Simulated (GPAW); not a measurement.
# Screening of a field by OH/Cu(110)

Aim: the dipole that a field along the normal induces in OH/Cu(110).

Program: GPAW 26.7.0. Level of theory: GPAW, PAW setups; slab in vacuum, relaxation, in the first sound run; inputs show where later runs differ. Results are calculated unless marked as measured.

## Step 1: Set-up

The cell holds 7 atoms: 5 Cu, 1 O and 1 H. Its edges and angles: a = 3.610 Å, b = 2.553 Å, c = 23.599 Å, α = 90.0°, β = 90.0°, γ = 90.0°. Vacuum lies along c.

## Step 2: Relaxing the atoms

The atoms are relaxed first, since the surface dipole, and with it the work function, follows the positions of the outer layers. The lowest 3 atoms are held at bulk positions and keep their forces.

run.py

```python
import json
import numpy as np
from ase import Atoms
from ase.constraints import FixAtoms
from ase.optimize import BFGS
from gpaw import GPAW, PW

slab = Atoms(
    ['Cu', 'Cu', 'Cu', 'Cu', 'Cu', 'O', 'H'],
    positions=[
        [0.00000, 0.00000, 8.00000],
        [1.80500, 1.27633, 9.27633],
        [0.00000, 0.00000, 10.55266],
        [1.80500, 1.27633, 11.82898],
        [0.00000, 0.00000, 13.10531],
        [0.00000, 1.27633, 14.61904],
        [0.00000, 1.27633, 15.59904]],
    cell=[[3.61, 0.0, 0.0], [0.0, 2.55266, 0.0], [0.0, 0.0, 23.59904]],
    pbc=[True, True, False])

slab.calc = GPAW(mode=PW(500), xc='PBE', kpts={'size': (9, 12, 1), 'gamma': True},
                 occupations={'name': 'fermi-dirac', 'width': 0.1}, nbands='160%',
                 convergence={'density': 1e-05}, maxiter=200,
                 poissonsolver={'dipolelayer': 'xy'},
                 symmetry={'tolerance': 1e-3, 'extra_ids': [1, 1, 1, 0, 0, 0, 0]}, txt='slab.txt')
result = {}
slab.set_constraint(FixAtoms([0, 1, 2]))
path = []
opt = BFGS(slab, maxstep=0.2)
opt.attach(lambda: path.append((slab.get_potential_energy(), slab.positions.tolist(), slab.get_forces().tolist())))
result['relaxed'] = bool(opt.run(fmax=0.03, steps=40))
result['path'] = path
energy = slab.get_potential_energy()
fermi = slab.calc.get_fermi_level()
v = slab.calc.get_electrostatic_potential().mean((0, 1)) - fermi
n = slab.calc.get_pseudo_density().mean((0, 1))
L = slab.cell[2, 2]
z = np.arange(len(v)) * L / len(v)
low, high = slab.positions[:, 2].min(), slab.positions[:, 2].max()
below, above = np.interp([low - 5.8, high + 5.8], z, v)
slopes = [np.interp(x, z, np.gradient(v, z)) for x in (low - 5.8, high + 5.8)]
eps = np.array([[slab.calc.get_eigenvalues(k, s) for k in range(len(slab.calc.get_ibz_k_points()))]
                for s in range(slab.calc.get_number_of_spins())]) - fermi
top, bottom = eps[eps < 0].max(), eps[eps > 0].min()
dipole = slab.get_dipole_moment()[2]
print(f'energy {energy:.4f} eV, Fermi level {fermi:.4f} eV, dipole {dipole:.5f} e A')
print(f'potential 5.8 A off the faces, from the Fermi level: lower {below:.4f} eV, upper {above:.4f} eV')
print(f'slope of the potential there: lower {slopes[0]:.5f}, upper {slopes[1]:.5f} eV/A')
print(f'nearest levels on the mesh: {top:.4f} and {bottom:.4f} eV')
print('magnetic moment', round(slab.get_magnetic_moment(), 3))
result.update(energy=energy, fermi=fermi, dipole=dipole, below=below, above=above, slopes=slopes, edges=[top, bottom],
              z=z.tolist(), v=v.tolist(), n=n.tolist(), positions=slab.positions.tolist(),
              forces=slab.get_forces(apply_constraint=False).tolist(), moments=slab.get_magnetic_moments().tolist())
json.dump(result, open('result.json', 'w'))
```

On the command line:

```bash
OMP_NUM_THREADS=1 OPENBLAS_NUM_THREADS=1 python run.py
```

Log:

```text
Step          Energy          fmax
BFGS:    0      -26.307871        0.954552
BFGS:    1      -26.323470        0.766457
BFGS:    2      -26.348471        0.147654
BFGS:    3      -26.349267        0.043600
BFGS:    4      -26.349312        0.036477
BFGS:    5      -26.349346        0.029133
energy -26.3032 eV, Fermi level -0.3100 eV, dipole 0.06349 e A
potential 5.8 A off the faces, from the Fermi level: lower 4.4944 eV, upper 3.2390 eV
slope of the potential there: lower -0.00008, upper 0.00039 eV/A
nearest levels on the mesh: -0.0068 and 0.0039 eV
magnetic moment 0.0
```

Wall time 17 min (1 thread of Arm Neoverse V2, shared host); peak memory 0.41 GiB.

This run has no spin polarisation, although Cu can carry a moment.

Step by step:

```csv
step,energy less that of the first step (eV),largest force (eV/Å)
1,0.0000,0.9546
2,-0.0155,0.7665
3,-0.0401,0.1477
4,-0.0409,0.0436
5,-0.0410,0.0365
6,-0.0410,0.0291
```

The atoms that moved most (Å):

```csv
atom,dx,dy,dz,length
Cu5,0.000,0.000,0.063,0.063
H7,0.000,0.000,-0.027,0.027
O6,0.000,0.000,-0.019,0.019
Cu4,0.000,0.000,-0.015,0.015
```

Final coordinates:

```xyz
7
Lattice="3.6100 0.0000 0.0000 0.0000 2.5527 0.0000 0.0000 0.0000 23.5990" Properties=species:S:1:pos:R:3
Cu    0.0000    0.0000    8.0000
Cu    1.8050    1.2763    9.2763
Cu    0.0000    0.0000   10.5527
Cu    1.8050    1.2763   11.8139
Cu    0.0000    0.0000   13.1680
O     0.0000    1.2763   14.6005
H     0.0000    1.2763   15.5717
```

This step gave:

```
dipole along the normal                    : 0.06349 e·Å
levels nearest the Fermi level on the mesh : -0.006803, 0.003866 eV from the Fermi level
upper work function                        : 3.239 eV
lower work function                        : 4.494 eV
```

The electrostatic potential energy of an electron (without an applied field's), less the Fermi level, planar mean oscillates, so the rows of the table below give means over windows of 1 Å about each position, cut where the curve ends. Its maxima inside the range that stand out by 2 % of the span (Å: eV): 1.9: 4.49, 8.6: -5.06, 9.9: -5.24, 11.2: -5.44, 12.5: -4.23, 14.1: 1.14, 15.2: 2.71. Its minima: 8.0: -10.5, 9.3: -11.1, 10.6: -11.2, 11.8: -10.9, 13.1: -10.6, 14.6: -5.29, 15.6: 1.50.

Table of electrostatic potential energy of an electron (without an applied field's), less the Fermi level, planar mean by z; means over each step:

```csv
z (Å),"electrostatic potential energy of an electron (without an applied field's), less the Fermi level, planar mean (eV)"
0,4.26
1,4.49
2,4.49
3,4.49
4,4.49
5,4.47
6,4.27
7,1.81
8,-7.81
9,-8.14
10,-7.45
11,-7.79
12,-8.12
13,-7.91
14,-1.30
15,-0.301
16,2.42
17,3.19
18,3.23
19,3.24
20,3.24
21,3.24
22,3.24
23,3.31
```

The pseudo valence density, planar mean oscillates, so the rows of the table below give means over windows of 1.32 Å about each position, cut where the curve ends. Its maxima inside the range that stand out by 2 % of the span (Å: e/Å³): 7.9: 1.47, 9.3: 1.56, 10.6: 1.56, 11.9: 1.49, 13.2: 1.49, 14.5: 0.789. Its minima: 8.7: 0.466, 10.0: 0.487, 11.1: 0.476, 12.5: 0.410, 14.0: 0.297.

Pseudo valence density, planar mean against z; means over each step:

```csv
z (Å),"pseudo valence density, planar mean (e/Å³)"
3.30,1.3e-5
4.62,3.1e-4
5.94,0.00766
7.26,0.366
8.58,0.943
9.90,0.953
11.22,0.966
12.54,0.861
13.86,0.623
15.18,0.362
16.50,0.0150
17.82,2.7e-4
19.14,1.1e-5
```

The relaxation lowered the energy of the cell by 0.0410 eV (energies extrapolated to zero smearing; the optimiser's log prints free energies). The largest force left on a free atom is 0.029 eV/Å.

## Step 3: The slab's potential

The work function is the vacuum plateau of the electrostatic potential less the Fermi level; a dipole layer lets the two faces have plateaus of their own.

This step: GPAW, PAW setups; slab in vacuum (GPAW 26.7.0).

Edit run.py of step 2 so:

```diff
@@ -3,4 +3,2 @@
 from ase import Atoms
-from ase.constraints import FixAtoms
-from ase.optimize import BFGS
 from gpaw import GPAW, PW
@@ -13,6 +11,6 @@
         [0.00000, 0.00000, 10.55266],
-        [1.80500, 1.27633, 11.82898],
-        [0.00000, 0.00000, 13.10531],
-        [0.00000, 1.27633, 14.61904],
-        [0.00000, 1.27633, 15.59904]],
+        [1.80500, 1.27633, 11.81391],
+        [0.00000, 0.00000, 13.16796],
+        [-0.00000, 1.27633, 14.60054],
+        [-0.00000, 1.27633, 15.57166]],
     cell=[[3.61, 0.0, 0.0], [0.0, 2.55266, 0.0], [0.0, 0.0, 23.59904]],
@@ -24,10 +22,4 @@
                  poissonsolver={'dipolelayer': 'xy'},
-                 symmetry={'tolerance': 1e-3, 'extra_ids': [1, 1, 1, 0, 0, 0, 0]}, txt='slab.txt')
+                 symmetry={'tolerance': 1e-3}, txt='slab.txt')
 result = {}
-slab.set_constraint(FixAtoms([0, 1, 2]))
-path = []
-opt = BFGS(slab, maxstep=0.2)
-opt.attach(lambda: path.append((slab.get_potential_energy(), slab.positions.tolist(), slab.get_forces().tolist())))
-result['relaxed'] = bool(opt.run(fmax=0.03, steps=40))
-result['path'] = path
 energy = slab.get_potential_energy()
```

Log:

```text
energy -26.3032 eV, Fermi level -0.3101 eV, dipole 0.06375 e A
potential 5.8 A off the faces, from the Fermi level: lower 4.4945 eV, upper 3.2396 eV
slope of the potential there: lower -0.00012, upper 0.00043 eV/A
nearest levels on the mesh: -0.0069 and 0.0040 eV
magnetic moment 0.0
```

The job ended after 5.2 min (1 thread; peak memory 0.4 GiB).

Numbers from this step:

```yaml
dipole_along_the_normal: 0.06375 e·Å
levels_nearest_the_fermi_level_on_the_mesh: -0.006880, 0.003979 eV from the Fermi level
upper_work_function: 3.240 eV
```

The electrostatic potential energy of an electron (without an applied field's), less the Fermi level, planar mean oscillates, so the rows of the table below give means over windows of 1 Å about each position, cut where the curve ends. Its maxima inside the range that stand out by 2 % of the span (Å: eV): 1.9: 4.49, 8.6: -5.06, 9.9: -5.24, 11.2: -5.44, 12.5: -4.23, 14.1: 1.14, 15.2: 2.71. Its minima: 8.0: -10.5, 9.3: -11.1, 10.6: -11.2, 11.8: -10.9, 13.1: -10.6, 14.6: -5.29, 15.6: 1.50.

The electrostatic potential energy of an electron (without an applied field's), less the Fermi level, planar mean by z; means over each step:

z (Å), electrostatic potential energy of an electron (without an applied field's), less the Fermi level, planar mean (eV) and a bar from the least value:
```
        0        4.3 #############################
        1        4.5 ##############################
        2        4.5 ##############################
        3        4.5 ##############################
        4        4.5 ##############################
        5        4.5 ##############################
        6        4.3 #############################
        7        1.8 ########################
        8       -7.8 #
        9       -8.1 
       10       -7.5 ##
       11       -7.8 #
       12       -8.1 
       13       -7.9 #
       14       -1.3 ################
       15       -0.3 ###################
       16        2.4 #########################
       17        3.2 ###########################
       18        3.2 ###########################
       19        3.2 ###########################
       20        3.2 ###########################
       21        3.2 ###########################
       22        3.2 ###########################
       23        3.3 ###########################
```

The pseudo valence density, planar mean oscillates, so the rows of the table below give means over windows of 1.32 Å about each position, cut where the curve ends. Its maxima inside the range that stand out by 2 % of the span (Å: e/Å³): 7.9: 1.47, 9.3: 1.56, 10.6: 1.56, 11.9: 1.49, 13.2: 1.49, 14.5: 0.789. Its minima: 8.7: 0.466, 10.0: 0.487, 11.1: 0.476, 12.5: 0.410, 14.0: 0.297.

Table of pseudo valence density, planar mean by z; means over each step:

```csv
z (Å),"pseudo valence density, planar mean (e/Å³)"
3.30,1.3e-5
4.62,3.1e-4
5.94,0.00765
7.26,0.366
8.58,0.943
9.90,0.953
11.22,0.966
12.54,0.861
13.86,0.623
15.18,0.362
16.50,0.0150
17.82,2.7e-4
19.14,1.1e-5
```

Force by atom:

```csv
atom,x (eV/Å),y (eV/Å),z (eV/Å),size
Cu1,0.000,0.000,0.231,0.231
Cu2,0.000,0.000,-0.586,0.586
Cu3,0.000,0.000,0.328,0.328
Cu4,0.000,0.000,-0.030,0.030
Cu5,0.000,0.000,-0.003,0.003
O6,0.000,0.000,0.023,0.023
H7,0.000,0.000,-0.001,0.001
```

The potential is flat to 4.3e-4 eV/Å where it is read, so the vacuum is wide enough.

## Step 4: Field on

A uniform field along the normal polarises the slab; the atoms stay fixed, so this is the electronic response alone.

Edit run.py of step 3 so:

```diff
@@ -4,2 +4,3 @@
 from gpaw import GPAW, PW
+from gpaw.external import ConstantElectricField
 
@@ -22,2 +23,3 @@
                  poissonsolver={'dipolelayer': 'xy'},
+                 external=ConstantElectricField(-0.2, [0, 0, 1]),
                  symmetry={'tolerance': 1e-3}, txt='slab.txt')
```

Log:

```text
energy -26.2997 eV, Fermi level -0.2253 eV, dipole -0.02920 e A
potential 5.8 A off the faces, from the Fermi level: lower 3.4473 eV, upper 4.0200 eV
slope of the potential there: lower -0.00016, upper 0.00055 eV/A
nearest levels on the mesh: -0.0039 and 0.0140 eV
magnetic moment 0.0
```

Run time: 15 min. Hardware: 1 thread; peak memory 0.58 GiB.

Numbers from this step:

* dipole along the normal: -0.02920 e·Å
* levels nearest the Fermi level on the mesh: -0.003949, 0.01402 eV from the Fermi level
* potential below the slab, the applied field's own ramp left out: 3.447 eV from the Fermi level
* potential above the slab, the applied field's own ramp left out: 4.020 eV from the Fermi level

The electrostatic potential energy of an electron (without an applied field's), less the Fermi level, planar mean oscillates, so the rows of the table below give means over windows of 1 Å about each position, cut where the curve ends. Its maxima inside the range that stand out by 2 % of the span (Å: eV): 8.6: -5.70, 9.9: -5.62, 11.2: -5.55, 12.5: -4.10, 14.1: 1.58, 15.2: 3.35. Its minima: 8.0: -11.2, 9.3: -11.6, 10.6: -11.4, 11.8: -10.9, 13.1: -10.3, 14.6: -4.75, 15.6: 2.19.

Table of electrostatic potential energy of an electron (without an applied field's), less the Fermi level, planar mean by z; means over each step:

```csv
z (Å),"electrostatic potential energy of an electron (without an applied field's), less the Fermi level, planar mean (eV)"
0,3.56
1,3.45
2,3.45
3,3.45
4,3.45
5,3.43
6,3.24
7,0.869
8,-8.57
9,-8.69
10,-7.81
11,-7.95
12,-8.08
13,-7.67
14,-0.868
15,0.304
16,3.14
17,3.95
18,4.01
19,4.02
20,4.02
21,4.02
22,4.02
23,3.99
```

Force by atom:

```csv
atom,x (eV/Å),y (eV/Å),z (eV/Å),size
Cu1,0.000,0.000,0.228,0.228
Cu2,0.000,0.000,-0.582,0.582
Cu3,0.000,0.000,0.324,0.324
Cu4,0.000,0.000,-0.029,0.029
Cu5,0.000,0.000,-0.039,0.039
O6,0.000,0.000,0.063,0.063
H7,0.000,0.000,-0.006,0.006
```

The dipole is now -0.0292 e Å, against 0.064 in the run without a field.

## Step 5: In a field

Edit run.py of step 4 so:

```diff
@@ -23,3 +23,3 @@
                  poissonsolver={'dipolelayer': 'xy'},
-                 external=ConstantElectricField(-0.2, [0, 0, 1]),
+                 external=ConstantElectricField(-0.1, [0, 0, 1]),
                  symmetry={'tolerance': 1e-3}, txt='slab.txt')
```

Log:

```text
energy -26.2991 eV, Fermi level -0.2662 eV, dipole 0.01728 e A
potential 5.8 A off the faces, from the Fermi level: lower 3.9674 eV, upper 3.6273 eV
slope of the potential there: lower 0.00016, upper 0.00045 eV/A
nearest levels on the mesh: -0.0062 and 0.0000 eV
magnetic moment 0.0
```

The job ended after 11 min (1 thread; peak memory 0.58 GiB).

This step gave:

```yaml
dipole_along_the_normal: 0.01728 e·Å
levels_nearest_the_fermi_level_on_the_mesh: -0.006224, 4.75e-5 eV from the Fermi level
potential_below_the_slab_the_applied_field_s_own_ramp_left_out: 3.967 eV from the Fermi level
potential_above_the_slab_the_applied_field_s_own_ramp_left_out: 3.627 eV from the Fermi level
```

The electrostatic potential energy of an electron (without an applied field's), less the Fermi level, planar mean oscillates, so the rows of the table below give means over windows of 1 Å about each position, cut where the curve ends. Its maxima inside the range that stand out by 2 % of the span (Å: eV): 8.6: -5.38, 9.9: -5.43, 11.2: -5.49, 12.5: -4.16, 14.1: 1.36, 15.2: 3.03. Its minima: 8.0: -10.9, 9.3: -11.3, 10.6: -11.3, 11.8: -10.9, 13.1: -10.5, 14.6: -5.02, 15.6: 1.84.

Electrostatic potential energy of an electron (without an applied field's), less the Fermi level, planar mean against z; means over each step:

```csv
z (Å),"electrostatic potential energy of an electron (without an applied field's), less the Fermi level, planar mean (eV)"
0,3.90
1,3.97
2,3.97
3,3.97
4,3.97
5,3.95
6,3.76
7,1.34
8,-8.19
9,-8.42
10,-7.63
11,-7.87
12,-8.10
13,-7.79
14,-1.08
15,7.6e-4
16,2.78
17,3.57
18,3.62
19,3.63
20,3.63
21,3.63
22,3.63
23,3.65
```

Force by atom:

```csv
atom,x (eV/Å),y (eV/Å),z (eV/Å),size
Cu1,0.000,0.000,0.232,0.232
Cu2,0.000,0.000,-0.584,0.584
Cu3,0.000,0.000,0.326,0.326
Cu4,0.000,0.000,-0.029,0.029
Cu5,0.000,0.000,-0.021,0.021
O6,0.000,0.000,0.044,0.044
H7,0.000,0.000,-0.004,0.004
```

The dipole is now 0.0173 e Å, against 0.064 in the run without a field.

## Step 6: Field on

Edit run.py of step 5 so:

```diff
@@ -23,3 +23,3 @@
                  poissonsolver={'dipolelayer': 'xy'},
-                 external=ConstantElectricField(-0.1, [0, 0, 1]),
+                 external=ConstantElectricField(-0.05, [0, 0, 1]),
                  symmetry={'tolerance': 1e-3}, txt='slab.txt')
```

Log:

```text
energy -26.3006 eV, Fermi level -0.2880 eV, dipole 0.04065 e A
potential 5.8 A off the faces, from the Fermi level: lower 4.2316 eV, upper 3.4328 eV
slope of the potential there: lower -0.00012, upper 0.00043 eV/A
nearest levels on the mesh: -0.0066 and 0.0020 eV
magnetic moment 0.0
```

Run time: 12 min. Hardware: 1 thread; peak memory 0.58 GiB.

## Step 7: In a field

Edit run.py of step 6 so:

```diff
@@ -23,3 +23,3 @@
                  poissonsolver={'dipolelayer': 'xy'},
-                 external=ConstantElectricField(-0.05, [0, 0, 1]),
+                 external=ConstantElectricField(0.05, [0, 0, 1]),
                  symmetry={'tolerance': 1e-3}, txt='slab.txt')
```

Log:

```text
energy -26.3070 eV, Fermi level -0.3327 eV, dipole 0.08712 e A
potential 5.8 A off the faces, from the Fermi level: lower 4.7585 eV, upper 3.0472 eV
slope of the potential there: lower -0.00013, upper 0.00044 eV/A
nearest levels on the mesh: -0.0070 and 0.0057 eV
magnetic moment 0.0
```

Run time: 16 min. Hardware: 1 thread; peak memory 0.58 GiB.

The electrostatic potential energy of an electron (without an applied field's), less the Fermi level, planar mean oscillates, so the rows of the table below give means over windows of 1 Å about each position, cut where the curve ends. Its maxima inside the range that stand out by 2 % of the span (Å: eV): 1.9: 4.76, 8.6: -4.90, 9.9: -5.15, 11.1: -5.40, 12.5: -4.26, 14.1: 1.03, 15.2: 2.55. Its minima: 8.0: -10.3, 9.3: -11.0, 10.6: -11.1, 11.8: -10.9, 13.1: -10.7, 14.6: -5.43, 15.6: 1.32.

Table of electrostatic potential energy of an electron (without an applied field's), less the Fermi level, planar mean by z; means over each step:

```csv
z (Å),"electrostatic potential energy of an electron (without an applied field's), less the Fermi level, planar mean (eV)"
0,4.43
1,4.76
2,4.76
3,4.76
4,4.76
5,4.74
6,4.53
7,2.05
8,-7.62
9,-8.00
10,-7.36
11,-7.74
12,-8.13
13,-7.97
14,-1.40
15,-0.453
16,2.24
17,3.00
18,3.04
19,3.05
20,3.05
21,3.05
22,3.05
23,3.14
```

## Step 8: Field on

Edit run.py of step 7 so:

```diff
@@ -23,3 +23,3 @@
                  poissonsolver={'dipolelayer': 'xy'},
-                 external=ConstantElectricField(0.05, [0, 0, 1]),
+                 external=ConstantElectricField(0.1, [0, 0, 1]),
                  symmetry={'tolerance': 1e-3}, txt='slab.txt')
```

Log:

```text
energy -26.3120 eV, Fermi level -0.3558 eV, dipole 0.11031 e A
potential 5.8 A off the faces, from the Fermi level: lower 5.0229 eV, upper 2.8563 eV
slope of the potential there: lower -0.00014, upper 0.00044 eV/A
nearest levels on the mesh: -0.0073 and 0.0076 eV
magnetic moment 0.0
```

It took 18 min on 1 thread; peak memory 0.58 GiB.

The electrostatic potential energy of an electron (without an applied field's), less the Fermi level, planar mean oscillates, so the rows of the table below give means over windows of 0.5 Å about each position, cut where the curve ends. Its maxima inside the range that stand out by 2 % of the span (Å: eV): 1.89: 5.02, 8.59: -4.74, 9.91: -5.05, 11.14: -5.37, 12.46: -4.29, 14.06: 0.920, 15.20: 2.39. Its minima: 8.02: -10.1, 9.25: -10.8, 10.57: -11.1, 11.80: -10.9, 13.12: -10.7, 14.63: -5.57, 15.58: 1.15.

Electrostatic potential energy of an electron (without an applied field's), less the Fermi level, planar mean against z; means over each step:

```csv
z (Å),"electrostatic potential energy of an electron (without an applied field's), less the Fermi level, planar mean (eV)"
0.0,4.34
0.5,4.96
1.0,5.02
1.5,5.02
2.0,5.02
2.5,5.02
3.0,5.02
3.5,5.02
4.0,5.02
4.5,5.02
5.0,5.00
5.5,4.96
6.0,4.82
6.5,4.36
7.0,2.76
7.5,-2.62
8.0,-9.16
8.5,-5.81
9.0,-8.14
9.5,-8.84
10.0,-5.97
10.5,-10.2
11.0,-6.82
11.5,-8.07
12.0,-9.06
12.5,-4.97
13.0,-9.26
13.5,-6.13
14.0,0.160
14.5,-3.78
15.0,0.279
15.5,1.63
16.0,2.15
16.5,2.70
17.0,2.82
17.5,2.84
18.0,2.85
18.5,2.85
19.0,2.85
19.5,2.86
20.0,2.86
20.5,2.86
21.0,2.86
21.5,2.86
22.0,2.86
22.5,2.86
23.0,2.88
23.5,3.28
```

The dipole is now 0.110 e Å, against 0.064 in the run without a field.

(Continued in part 2 of 2.)

[Logs are printed without paths, hosts, clocks, repeated set-up lines and the standing remarks that a program may print on its own settings, such as how far it seeks lower states.]

[Hosts, paths, dates, database ids (printed as entryN), source tags and the programs' standing remarks are cut or masked in the printed files.]
